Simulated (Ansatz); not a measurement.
# Sr2SnS2O2: relaxing a made-up structure

Starting from a made-up structure for Sr2SnS2O2, the aim is the relaxed cell, its shortest contacts and, where a second run follows, its electronic structure.

Program: Ansatz 0.2.0. Level of theory: DFT, PBE, plane-wave PAW, files of the set soft_1, scalar-relativistic, no spin, cell and ions relaxed at zero pressure; PAW set soft_1, in the first sound run; inputs show where later runs differ. Results are calculated unless marked as measured.

### 1. The starting structure

Symmetry: I4/mmm, No. 139, tetragonal system. The conventional cell has a = 4.406 Å, b = 4.406 Å, c = 13.324 Å, α = 90.00°, β = 90.00°, γ = 90.00°. Nearest to Sn lie 2 O at 2.07 Å and 4 S at 2.20 Å. Nearest to Sr lie 5 O at 2.64 to 3.12 Å and 4 S at 2.94 Å. S has 2 Sn at 2.20 Å and 4 Sr at 2.94 Å nearest. Nearest to O lie 1 Sn at 2.07 Å and 5 Sr at 2.64 to 3.12 Å. Farther neighbours and most contacts between anions are not listed.

Coordinates:

```cif
data_structure
_symmetry_space_group_name_H-M 'I4/mmm'
_symmetry_Int_Tables_number 139
_cell_length_a 4.4060
_cell_length_b 4.4060
_cell_length_c 13.3240
_cell_angle_alpha 90.000
_cell_angle_beta 90.000
_cell_angle_gamma 90.000
_cell_volume 258.66
loop_
_atom_site_label
_atom_site_type_symbol
_atom_site_symmetry_multiplicity
_atom_site_Wyckoff_symbol
_atom_site_fract_x
_atom_site_fract_y
_atom_site_fract_z
_atom_site_occupancy
Sn1 Sn 2 a 0.00000 0.00000 0.00000 1
Sr1 Sr 4 e 0.50000 0.50000 0.14620 1
S1 S 4 c 0.00000 0.50000 0.00000 1
O1 O 4 e 0.50000 0.50000 0.34450 1
```

### 2. Relaxation of the guess

The guess takes its coordinates from another compound and its volume from a rule, so the cell and any free coordinates are relaxed together.

input.yaml

```yaml
crystal:
  lattice:
    - [-2.203, 2.203, 6.662]
    - [2.203, -2.203, 6.662]
    - [2.203, 2.203, -6.662]
  atoms:
    - { symbol: Sn, position: [0.0, 0.0, 0.0] }
    - { symbol: Sr, position: [0.6462, 0.6462, 0.0] }
    - { symbol: Sr, position: [0.3538, 0.3538, 0.0] }
    - { symbol: S, position: [0.5, 0.0, 0.5] }
    - { symbol: S, position: [0.0, 0.5, 0.5] }
    - { symbol: O, position: [0.8445, 0.8445, 0.0] }
    - { symbol: O, position: [0.1555, 0.1555, 0.0] }
kpoints:
  mp_grid: { grid: [9, 9, 9] }
scf:
  occupations: { method: fermi_dirac, width: 0.05 }
hamiltonian:
  xc: pbe
  pseudopotentials: { kind: paw, azcp: { folder: soft_1 } }
relax:
  f_tol: 0.015
  max_steps: 70
  cell: {}
output:
  forces: true
  stress: true
```

On the command line:

```bash
> ansatz run input.yaml --threads 4 --pin off --max-ram 10240MiB --backend cpu --events-out ev --progress --plain --runs-dir out
```

Numbers of over 12 decimals in the logs are rounded to 6 here.

The log of the run:

```text
basis.fft_grid_basis auto: the FFT boxes are laid along the combinations [[1, 0, 1], [0, 1, 1], [0, 0, 1]] of the cell's own vectors, 4.406, 4.406 and 7.354 Å long. The dense box has 30×30×50 points. Along the cell's own vectors, as sized, it would have 50×50×50, 2.78 times as many. Of the 16 symmetry operations that the crystal satisfies within crystal.symmetry.tolerance (time reversal apart; of a slab, those that k [...]
Engine: ansatz 0.2.0, aarch64-unknown-linux-gnu
Pseudopotentials: kind: paw
Pseudopotential: Sn, paw, valence charge 14, recommended cutoff 420 eV (normal), soft_1/Sn.paw.azcp
Pseudopotential: Sr, paw, valence charge 10, recommended cutoff 420 eV (normal), soft_1/Sr.paw.azcp
Pseudopotential: S, paw, valence charge 6, recommended cutoff 420 eV (normal), soft_1/S.paw.azcp
Pseudopotential: O, paw, valence charge 6, recommended cutoff 420 eV (normal), soft_1/O.paw.azcp
Functional definition: PBE
  parameter kappa = 0.804
  parameter beta = 0.066725
  exchange = pbe_x(kappa = kappa, mu = beta*pi^2/3)
  correlation = pbe_c(beta = beta)
Crystal: 7 atoms, lattice volume = 129.328 Å³
Basis set: ecut = 420 eV, 2575 PW (Γ), FFT grids on a1+a3, a2+a3, a3, exchange–correlation on 60×60×100 points (8 copies of the dense FFT grid, shifted against one another)
Bands: 36, of which v1, the nominal top of the filled ones, is band 29 counted from 1 (28 counted from 0)
Symmetry: 16 space group operations
Space group: I4/mmm (ITA 139), of the structure as read, at distance tolerance 5.1e-5 Å
k-points: 75 of 729
Non-local potential: Sn, projectors of the file, l = 0: 2, l = 1: 2, l = 2: 2, l = 3: 1
Non-local potential: Sr, projectors of the file, l = 0: 3, l = 1: 2, l = 2: 2
Non-local potential: S, projectors of the file, l = 0: 2, l = 1: 2, l = 2: 1
Non-local potential: O, projectors of the file, l = 0: 2, l = 1: 2, l = 2: 1
PAW form: soft (Blöchl's): semilocal exchange-correlation on the pseudo side does not see the compensation charge
PAW one-centre angular grid: Sn, 590 points (default); XC on 64 Gauss nodes
PAW one-centre angular grid: Sr, 110 points (default); XC on 64 Gauss nodes
PAW one-centre angular grid: S, 110 points (default); XC on 64 Gauss nodes
PAW one-centre angular grid: O, 110 points (default); XC on 64 Gauss nodes
Initial density: superposition of atomic densities (chi_scale 0.1, normalization cell, long waves kept (reshape's long-wave potential 0.00 eV rms))
Initial wavefunctions: pseudopotential atomic-orbital guess
Functional: x = pbe(κ = 0.804, μ = 0.219515), c = pbe(β = 0.066725)
SCF iter   1: F=—  HF=-16056.526094 eV  |F-HF|=—  |Δ(HF+E_count)|=         —  Δρ=7.82e-2  dr2=9.62e0  ethr=3.10e-3  ⟨swp⟩=10.9  Hψ=17549  notcnv=0  defer=1
preconditioner: auto → Resta (q_TF=auto, 2.387 Å⁻¹)  ε∞=3.5  [insulator: Δε(μ)=0.795 eV  Ē_g=15.043 eV  σ=0.050 eV  W_gap=1.00  n_scr=32 (ndim 8)  ℏωp=24.0 eV  f_vac=0.000  D(μ)=0.00/eV (n_scr^D=0)  ε∞_Penn≈3.5]
SCF iter   2: F=—  HF=-16054.562771 eV  |F-HF|=—  |Δ(HF+E_count)|=    1.96e0  Δρ=2.40e-2  dr2=1.23e0  ethr=3.10e-3  ⟨swp⟩=3.7  Hψ=5586  notcnv=0  defer=149
SCF iter   3: F=—  HF=-16054.275454 eV  |F-HF|=—  |Δ(HF+E_count)|=   2.87e-1  Δρ=8.57e-3  dr2=1.40e-1  ethr=2.12e-3  ⟨swp⟩=3.3  Hψ=5283  notcnv=0  defer=163
SCF iter   4: F=—  HF=-16054.275897 eV  |F-HF|=—  |Δ(HF+E_count)|=   4.43e-4  Δρ=2.18e-3  dr2=9.05e-3  ethr=2.41e-4  ⟨swp⟩=3.6  Hψ=4962  notcnv=0  defer=163
SCF iter   5: F=—  HF=-16054.280642 eV  |F-HF|=—  |Δ(HF+E_count)|=   4.74e-3  Δρ=5.21e-4  dr2=5.71e-4  ethr=1.56e-5  ⟨swp⟩=2.8  Hψ=4944  notcnv=0  defer=163
SCF iter   6: F=—  HF=-16054.281188 eV  |F-HF|=—  |Δ(HF+E_count)|=   5.46e-4  Δρ=1.75e-4  dr2=5.89e-5  ethr=9.85e-7  ⟨swp⟩=2.0  Hψ=4538  notcnv=0  defer=163
SCF iter   7: F=—  HF=-16054.281366 eV  |F-HF|=—  |Δ(HF+E_count)|=   1.78e-4  Δρ=4.45e-5  dr2=2.31e-6  ethr=1.02e-7  ⟨swp⟩=2.0  Hψ=4656  notcnv=0  defer=163
SCF iter   8: F=—  HF=-16054.281370 eV  |F-HF|=—  |Δ(HF+E_count)|=   3.89e-6  Δρ=1.33e-5  dr2=2.21e-7  ethr=3.99e-9  ⟨swp⟩=2.0  Hψ=4607  notcnv=0  defer=163
SCF iter   9: F=-16054.281371 eV  HF=-16054.281371 eV  |F-HF|=1.13e-8  |Δ(HF+E_count)|=   4.24e-7  Δρ=2.67e-6  dr2=7.69e-9  ethr=1.72e-10  ⟨swp⟩=6.0  Hψ=11362  notcnv=0
SCF 1 converged in 9 iterations: F = -16054.281371 eV  dr2 = 7.69e-9
  greatest PAW one-centre occupation: 0.994 electrons in one spin orbital (limit 2), on the Sn atom at site 0 (counted from 0), in its partial waves of l = 2
relax step   1: F+E_penalty+E_count = -16054.28137082 eV  Δ(F+E_penalty+E_count) = +0.000e0 eV  max|allowed force component| = 1.614e0 eV/Å  Δτ_max = 0.0000 Å  P = +22.314 GPa  Ω = 129.328 Å³  (9 SCF iters, dr2 threshold 1.00e-7 eV, accepted)
Crystal: 7 atoms, lattice volume = 141.871 Å³
Basis set: ecut = 420 eV, 2767 PW (Γ), FFT grids on a1+a3, a2+a3, a3, exchange–correlation on 60×60×100 points (8 copies of the dense FFT grid, shifted against one another)
Initial density: handed on by an earlier stage of this run
Initial wavefunctions: those handed on with the density
iter 1 solved again at ethr=3.04e-4 eV; its pass at ethr=3.10e-3 eV (dr2=1.76e-1 eV) is discarded
SCF iter   1: F=—  HF=-16056.413299 eV  |F-HF|=—  |Δ(HF+E_count)|=         —  Δρ=9.21e-3  dr2=1.77e-1  ethr=3.04e-4  ⟨swp⟩=2.0  Hψ=18746  notcnv=0
preconditioner: auto → Resta (q_TF=auto, 2.350 Å⁻¹)  ε∞=3.2  [insulator: Δε(μ)=0.734 eV  Ē_g=15.342 eV  σ=0.050 eV  W_gap=1.00  n_scr=32 (ndim 8)  ℏωp=22.9 eV  f_vac=0.053  D(μ)=0.00/eV (n_scr^D=0)  ε∞_Penn≈3.2]
SCF iter   2: F=—  HF=-16056.385165 eV  |F-HF|=—  |Δ(HF+E_count)|=   2.81e-2  Δρ=6.19e-3  dr2=3.99e-2  ethr=3.04e-4  ⟨swp⟩=3.3  Hψ=4533  notcnv=0
SCF iter   3: F=—  HF=-16056.380356 eV  |F-HF|=—  |Δ(HF+E_count)|=   4.81e-3  Δρ=2.72e-3  dr2=1.24e-2  ethr=6.88e-5  ⟨swp⟩=2.0  Hψ=4801  notcnv=0  defer=64
SCF iter   4: F=—  HF=-16056.379264 eV  |F-HF|=—  |Δ(HF+E_count)|=   1.09e-3  Δρ=7.05e-4  dr2=6.05e-4  ethr=2.13e-5  ⟨swp⟩=2.4  Hψ=3977  notcnv=0  defer=64
SCF iter   5: F=—  HF=-16056.379511 eV  |F-HF|=—  |Δ(HF+E_count)|=   2.47e-4  Δρ=1.39e-4  dr2=2.91e-5  ethr=1.04e-6  ⟨swp⟩=2.4  Hψ=4404  notcnv=0  defer=64
SCF iter   6: F=—  HF=-16056.379545 eV  |F-HF|=—  |Δ(HF+E_count)|=   3.37e-5  Δρ=3.68e-5  dr2=3.26e-6  ethr=5.02e-8  ⟨swp⟩=2.5  Hψ=4073  notcnv=0  defer=65
SCF iter   7: F=-16056.379550 eV  HF=-16056.379549 eV  |F-HF|=3.67e-7  |Δ(HF+E_count)|=   4.66e-6  Δρ=9.82e-6  dr2=2.15e-7  ethr=1.21e-9  ⟨swp⟩=5.8  Hψ=10726  notcnv=0
SCF 2 converged in 7 iterations: F = -16056.379550 eV  dr2 = 2.15e-7
[...]
[... from here on, the SCF cycles and remarks between the steps are left out ...]
relax step   4: F+E_penalty+E_count = -16057.75704937 eV  Δ(F+E_penalty+E_count) = -3.402e-1 eV  max|allowed force component| = 6.244e-1 eV/Å  Δτ_max = 0.0225 Å  P = +1.181 GPa  Ω = 154.078 Å³  energy of the carried Pulay correction = -1.710e-2 eV  (6 SCF iters, dr2 threshold 7.00e-7 eV, accepted)
relax step   5: F+E_penalty+E_count = -16057.75496223 eV  Δ(F+E_penalty+E_count) = +2.087e-3 eV  max|allowed force component| = 8.739e-1 eV/Å  Δτ_max = 0.1544 Å  P = -0.846 GPa  Ω = 158.650 Å³  energy of the carried Pulay correction = -1.994e-2 eV  (7 SCF iters, dr2 threshold 7.00e-7 eV, accepted)
relax step   6: F+E_penalty+E_count = -16057.82790614 eV  Δ(F+E_penalty+E_count) = -7.294e-2 eV  max|allowed force component| = 1.926e-1 eV/Å  Δτ_max = 0.0927 Å  P = +0.166 GPa  Ω = 157.036 Å³  energy of the carried Pulay correction = -1.895e-2 eV  (7 SCF iters, dr2 threshold 7.00e-7 eV, accepted)
relax step   7: F+E_penalty+E_count = -16057.82953438 eV  Δ(F+E_penalty+E_count) = -1.628e-3 eV  max|allowed force component| = 4.545e-2 eV/Å  Δτ_max = 0.0122 Å  P = -0.001 GPa  Ω = 157.042 Å³  energy of the carried Pulay correction = -1.895e-2 eV  (5 SCF iters, dr2 threshold 7.00e-7 eV, accepted)
relax step   8: F+E_penalty+E_count = -16057.82961352 eV  Δ(F+E_penalty+E_count) = -7.913e-5 eV  max|allowed force component| = 1.743e-3 eV/Å  Δτ_max = 0.0023 Å  P = -0.003 GPa  Ω = 157.132 Å³  energy of the carried Pulay correction = -1.901e-2 eV  (4 SCF iters, dr2 threshold 1.29e-7 eV, accepted)
relax step   9: F+E_penalty+E_count = -16058.00391759 eV  Δ(F+E_penalty+E_count) = -1.743e-1 eV  max|allowed force component| = 7.960e-3 eV/Å  Δτ_max = 0.0000 Å  P = +1.282 GPa  Ω = 157.132 Å³  stress off target by 1.81e0 GPa  SCF on the basis re-selected at this cell (its energy is not comparable with the rows above)  (9 SCF iters)
relax step  10: F+E_penalty+E_count = -16058.02887190 eV  Δ(F+E_penalty+E_count) = -2.495e-2 eV  max|allowed force component| = 3.942e-2 eV/Å  Δτ_max = 0.0141 Å  P = +0.445 GPa  Ω = 160.045 Å³  energy of the carried Pulay correction = -2.035e-3 eV  (6 SCF iters, dr2 threshold 7.00e-7 eV, accepted)
relax step  11: F+E_penalty+E_count = -16058.03073538 eV  Δ(F+E_penalty+E_count) = -1.863e-3 eV  max|allowed force component| = 5.645e-3 eV/Å  Δτ_max = 0.0011 Å  P = +0.024 GPa  Ω = 161.448 Å³  energy of the carried Pulay correction = -3.080e-3 eV  (5 SCF iters, dr2 threshold 7.00e-7 eV, accepted)
relax step  12: F+E_penalty+E_count = -16058.03431112 eV  Δ(F+E_penalty+E_count) = -3.576e-3 eV  max|allowed force component| = 5.146e-3 eV/Å  Δτ_max = 0.0000 Å  P = +0.038 GPa  Ω = 161.448 Å³  stress off target by 6.53e-2 GPa  SCF on the basis re-selected at this cell (its energy is not comparable with the rows above)  (7 SCF iters)
relax step  13: F+E_penalty+E_count = -16058.03425324 eV  Δ(F+E_penalty+E_count) = +5.788e-5 eV  max|allowed force component| = 1.529e-3 eV/Å  Δτ_max = 0.0002 Å  P = +0.003 GPa  Ω = 161.609 Å³  energy of the carried Pulay correction = -1.054e-4 eV  (5 SCF iters, dr2 threshold 1.07e-8 eV, accepted)
iter 1 solved again at ethr=9.70e-7 eV; its pass at ethr=3.10e-3 eV (dr2=5.62e-4 eV) is discarded
SCF iter   1: F=—  HF=-16058.034291 eV  |F-HF|=—  |Δ(HF+E_count)|=         —  Δρ=5.60e-6  dr2=1.54e-8  ethr=9.70e-7  ⟨swp⟩=4.0  Hψ=25330  notcnv=0
eigensolver tolerance schedule: the retry pair's looser diagonalisation over-reported the residual by 36401.22 of it (diagonalisation noise at an unbounded share of the residual, at the tolerance the schedule requests for it); recorded, not acted on — ethr = c·dr2/N_el stays at c = 1.0e-1
preconditioner: auto → Resta (q_TF=auto, 2.300 Å⁻¹)  ε∞=3.0  [insulator: Δε(μ)=1.301 eV  Ē_g=15.004 eV  σ=0.050 eV  W_gap=1.00  n_scr=32 (ndim 8)  ℏωp=21.5 eV  f_vac=0.087  D(μ)=0.00/eV (n_scr^D=0)  ε∞_Penn≈3.0]
SCF iter   2: F=—  HF=-16058.034357 eV  |F-HF|=—  |Δ(HF+E_count)|=   6.58e-5  Δρ=3.02e-6  dr2=9.47e-9  ethr=2.66e-11  ⟨swp⟩=4.9  Hψ=9218  notcnv=0
SCF iter   3: F=—  HF=-16058.034357 eV  |F-HF|=—  |Δ(HF+E_count)|=   2.19e-8  Δρ=1.63e-6  dr2=3.32e-9  ethr=1.63e-11  ⟨swp⟩=2.2  Hψ=3787  notcnv=0
SCF iter   4: F=—  HF=-16058.034357 eV  |F-HF|=—  |Δ(HF+E_count)|=   1.20e-8  Δρ=1.47e-6  dr2=3.17e-9  ethr=5.72e-12  ⟨swp⟩=2.0  Hψ=4350  notcnv=0
SCF iter   5: F=—  HF=-16058.034357 eV  |F-HF|=—  |Δ(HF+E_count)|=  4.77e-10  Δρ=3.90e-7  dr2=1.99e-10  ethr=5.47e-12  ⟨swp⟩=2.0  Hψ=3593  notcnv=0
SCF iter   6: F=-16058.034357 eV  HF=-16058.034357 eV  |F-HF|=3.82e-11  |Δ(HF+E_count)|=  4.49e-10  Δρ=1.58e-7  dr2=2.27e-11  ethr=1.00e-12  ⟨swp⟩=5.2  Hψ=10511  notcnv=0
SCF 14 converged in 6 iterations: F = -16058.034357 eV  dr2 = 2.27e-11
relax step  14: F+E_penalty+E_count = -16058.03435666 eV  Δ(F+E_penalty+E_count) = -1.034e-4 eV  max|allowed force component| = 1.534e-3 eV/Å  Δτ_max = 0.0000 Å  P = +0.003 GPa  Ω = 161.609 Å³  stress off target by 3.56e-3 GPa  SCF on the basis re-selected at this cell (its energy is not comparable with the rows above)  (6 SCF iters)
basis re-selected at this cell: Δ(F+E_penalty+E_count) = -1.034e-4 eV, ΔP = +0.000 GPa vs the last step (what re-selecting the basis moved, of the pressure what is left beyond the Pulay correction that the steps carried, after the strain that the cell walked since its last selection, with what the two solves' SCF thresholds leave and, on support functions, any second-order correction that the steps lacked; it is no m [...]
SCF converged after 6 iterations
Free energy (F): -16058.034357 eV
Harris-Foulkes:  -16058.034357 eV  (|F-HF|=3.82e-11)
Internal energy: -16058.034357 eV  (E = F + TS)
E sigma→0 (E₀):  -16058.034357 eV
Entropy (-TS):   -0.000000 eV (-0.000 meV/atom)
Fermi energy:    6.646675 eV
--- Per-component energies (eV) ---
  E_band       = -350.733846
  E_kinetic    = 1183.285374
  E_local      = -4058.853704  (includes V_loc(G=0)·N_el)
  E_nonlocal   = 783.771034
  E_hartree    = 1499.778582
  E_xc         = -799.127955
  E_vxc        = -741.825691  (∫ρ·V_xc dr)
  E_paw        = -11294.289296  (= ΣΔE_a)
  E_vpaw       = -516.669746  (= ΣTr[D̂ρ^β])
  E_aug_tail   = 0.001783  (compensation charges beyond the density's cutoff)
  E_ewald      = -3372.600175
  E_smearing   = -0.000000  (= −TS)
  E_closure    = 0.000000  (closes the sum)
  Σ components = -16058.034357   (vs F -16058.034357, Δ=0.00e0)
--- Forces (eV/Å), atoms counted from 1 ---
  atom   1  Sn    -0.00000000     0.00000000     0.00000000
  atom   2  Sr     0.00000000     0.00000000     0.00065196
  atom   3  Sr    -0.00000000    -0.00000000    -0.00065196
  atom   4  S     -0.00000000     0.00000000     0.00000000
  atom   5  S     -0.00000000    -0.00000000     0.00000000
  atom   6  O     -0.00000000     0.00000000    -0.00153414
  atom   7  O      0.00000000    -0.00000000     0.00153414
  max |Σ_I F_I| component: 8.67e-19 eV/Å
--- Stress (GPa, compression-positive) ---
        0.003077      -0.000000       0.000000
       -0.000000       0.003077      -0.000000
        0.000000      -0.000000       0.003557
  P = ⅓ Tr σ = 0.0032 GPa (0.032 kbar)
--- Relaxed structure (11 steps of the walk, 11 accepted, 3 SCFs on fresh bases) ---
  F+E_penalty+E_count = -16058.03435666 eV   max|allowed force component| = 1.534e-3 eV/Å   (the final SCF, on the basis selected at the relaxed cell)
  cell:  # Å, volume = 161.6092 Å³
    - [-2.588000, 2.588000, 6.032224]
    - [2.588000, -2.588000, 6.032224]
    - [2.588000, 2.588000, -6.032224]
  atoms:
    - { symbol: Sn, position: [2.278564763201904e-18, 2.2785647632019025e-18, 0] }
    - { symbol: Sr, position: [0.648365, 0.648365, 0] }
    - { symbol: Sr, position: [0.351635, 0.351635, 0] }
    - { symbol: S, position: [0.5, 2.2785647632019018e-18, 0.5] }
    - { symbol: S, position: [2.2785647632019025e-18, 0.5, 0.5] }
    - { symbol: O, position: [0.834427, 0.834427, 0] }
    - { symbol: O, position: [0.165573, 0.165573, 0] }
```

It took 78 s on 4 threads of Arm Neoverse V1, shared host; peak memory 0.69 GiB; 5.1 min of CPU time.

Relaxation path:

| step | energy less that of the first step (eV) | largest force component (eV/Å) | pressure (GPa) | volume (Å³) |
| --- | --- | --- | --- | --- |
| 1 | 0.0000 | 1.6140 | 22.31 | 129.33 |
| 2 | -2.0982 | 0.6897 | 8.10 | 141.87 |
| 3 | -3.1355 | 0.7027 | 3.71 | 147.30 |
| 4 | -3.4757 | 0.6244 | 1.18 | 154.08 |
| 5 | -3.4736 | 0.8739 | -0.85 | 158.65 |
| 6 | -3.5465 | 0.1926 | 0.17 | 157.04 |
| 7 | -3.5482 | 0.0455 | 0.00 | 157.04 |
| 8 | -3.5482 | 0.0017 | 0.00 | 157.13 |
| 9* | -3.7225 | 0.0080 | 1.28 | 157.13 |
| 10 | -3.7475 | 0.0394 | 0.45 | 160.04 |
| 11 | -3.7494 | 0.0056 | 0.02 | 161.45 |
| 12* | -3.7529 | 0.0051 | 0.04 | 161.45 |
| 13 | -3.7529 | 0.0015 | 0.00 | 161.61 |
| 14* | -3.7530 | 0.0015 | 0.00 | 161.61 |

Relaxation steps marked * repeat the geometry before them on a plane-wave basis chosen anew for their cell, so energy and pressure can jump there.

The run keeps the 16 symmetry operations that it works with, so distortions that break them were not tested.

| cell as run | before | after | change |
| --- | --- | --- | --- |
| a (Å) | 7.354 | 7.056 | -4.1 % |
| b (Å) | 7.354 | 7.056 | -4.1 % |
| c (Å) | 7.354 | 7.056 | -4.1 % |
| α (°) | 145.14 | 136.96 | -5.6 % |
| β (°) | 145.14 | 136.96 | -5.6 % |
| γ (°) | 50.13 | 62.49 | +24.7 % |
| volume (Å³/atom) | 18.48 | 23.09 | +25.0 % |

The atoms that moved most (Å, as changes of fractional coordinates times the final cell):

| atom | dx | dy | dz | length |
| --- | --- | --- | --- | --- |
| O6 | 0.000 | 0.000 | -0.122 | 0.122 |
| O7 | 0.000 | 0.000 | 0.122 | 0.122 |
| Sr3 | 0.000 | 0.000 | -0.026 | 0.026 |
| Sr2 | 0.000 | 0.000 | 0.026 | 0.026 |

This step gave:

```
free energy         : -16058.0344 eV
Fermi energy        : 6.647 eV
gap by band count   : 1.301 eV
electrons           : 58
symmetry operations : 16
pressure            : 0.003237 GPa
```

The shortest distance of each pair, which need not be the same contact before and after:

| pair | guess (Å) | relaxed (Å) |
| --- | --- | --- |
| O–Sn | 2.072 | 1.998 |
| O–Sr | 2.642 | 2.245 |
| S–Sn | 2.203 | 2.588 |
| S–Sr | 2.941 | 3.147 |
| O–S | 3.024 | 3.269 |

The relaxation ends with a largest force component of 0.0015 eV/Å and a pressure of 0.00 GPa.

(Part 1 of 2 ends here.)

[Logs are printed without paths, hosts, clocks, repeated set-up lines and the standing remarks that a program may print on its own settings, such as how far it seeks lower states.]

[Hosts, paths, dates, database ids (printed as entryN), source tags and the programs' standing remarks are cut or masked in the printed files.]
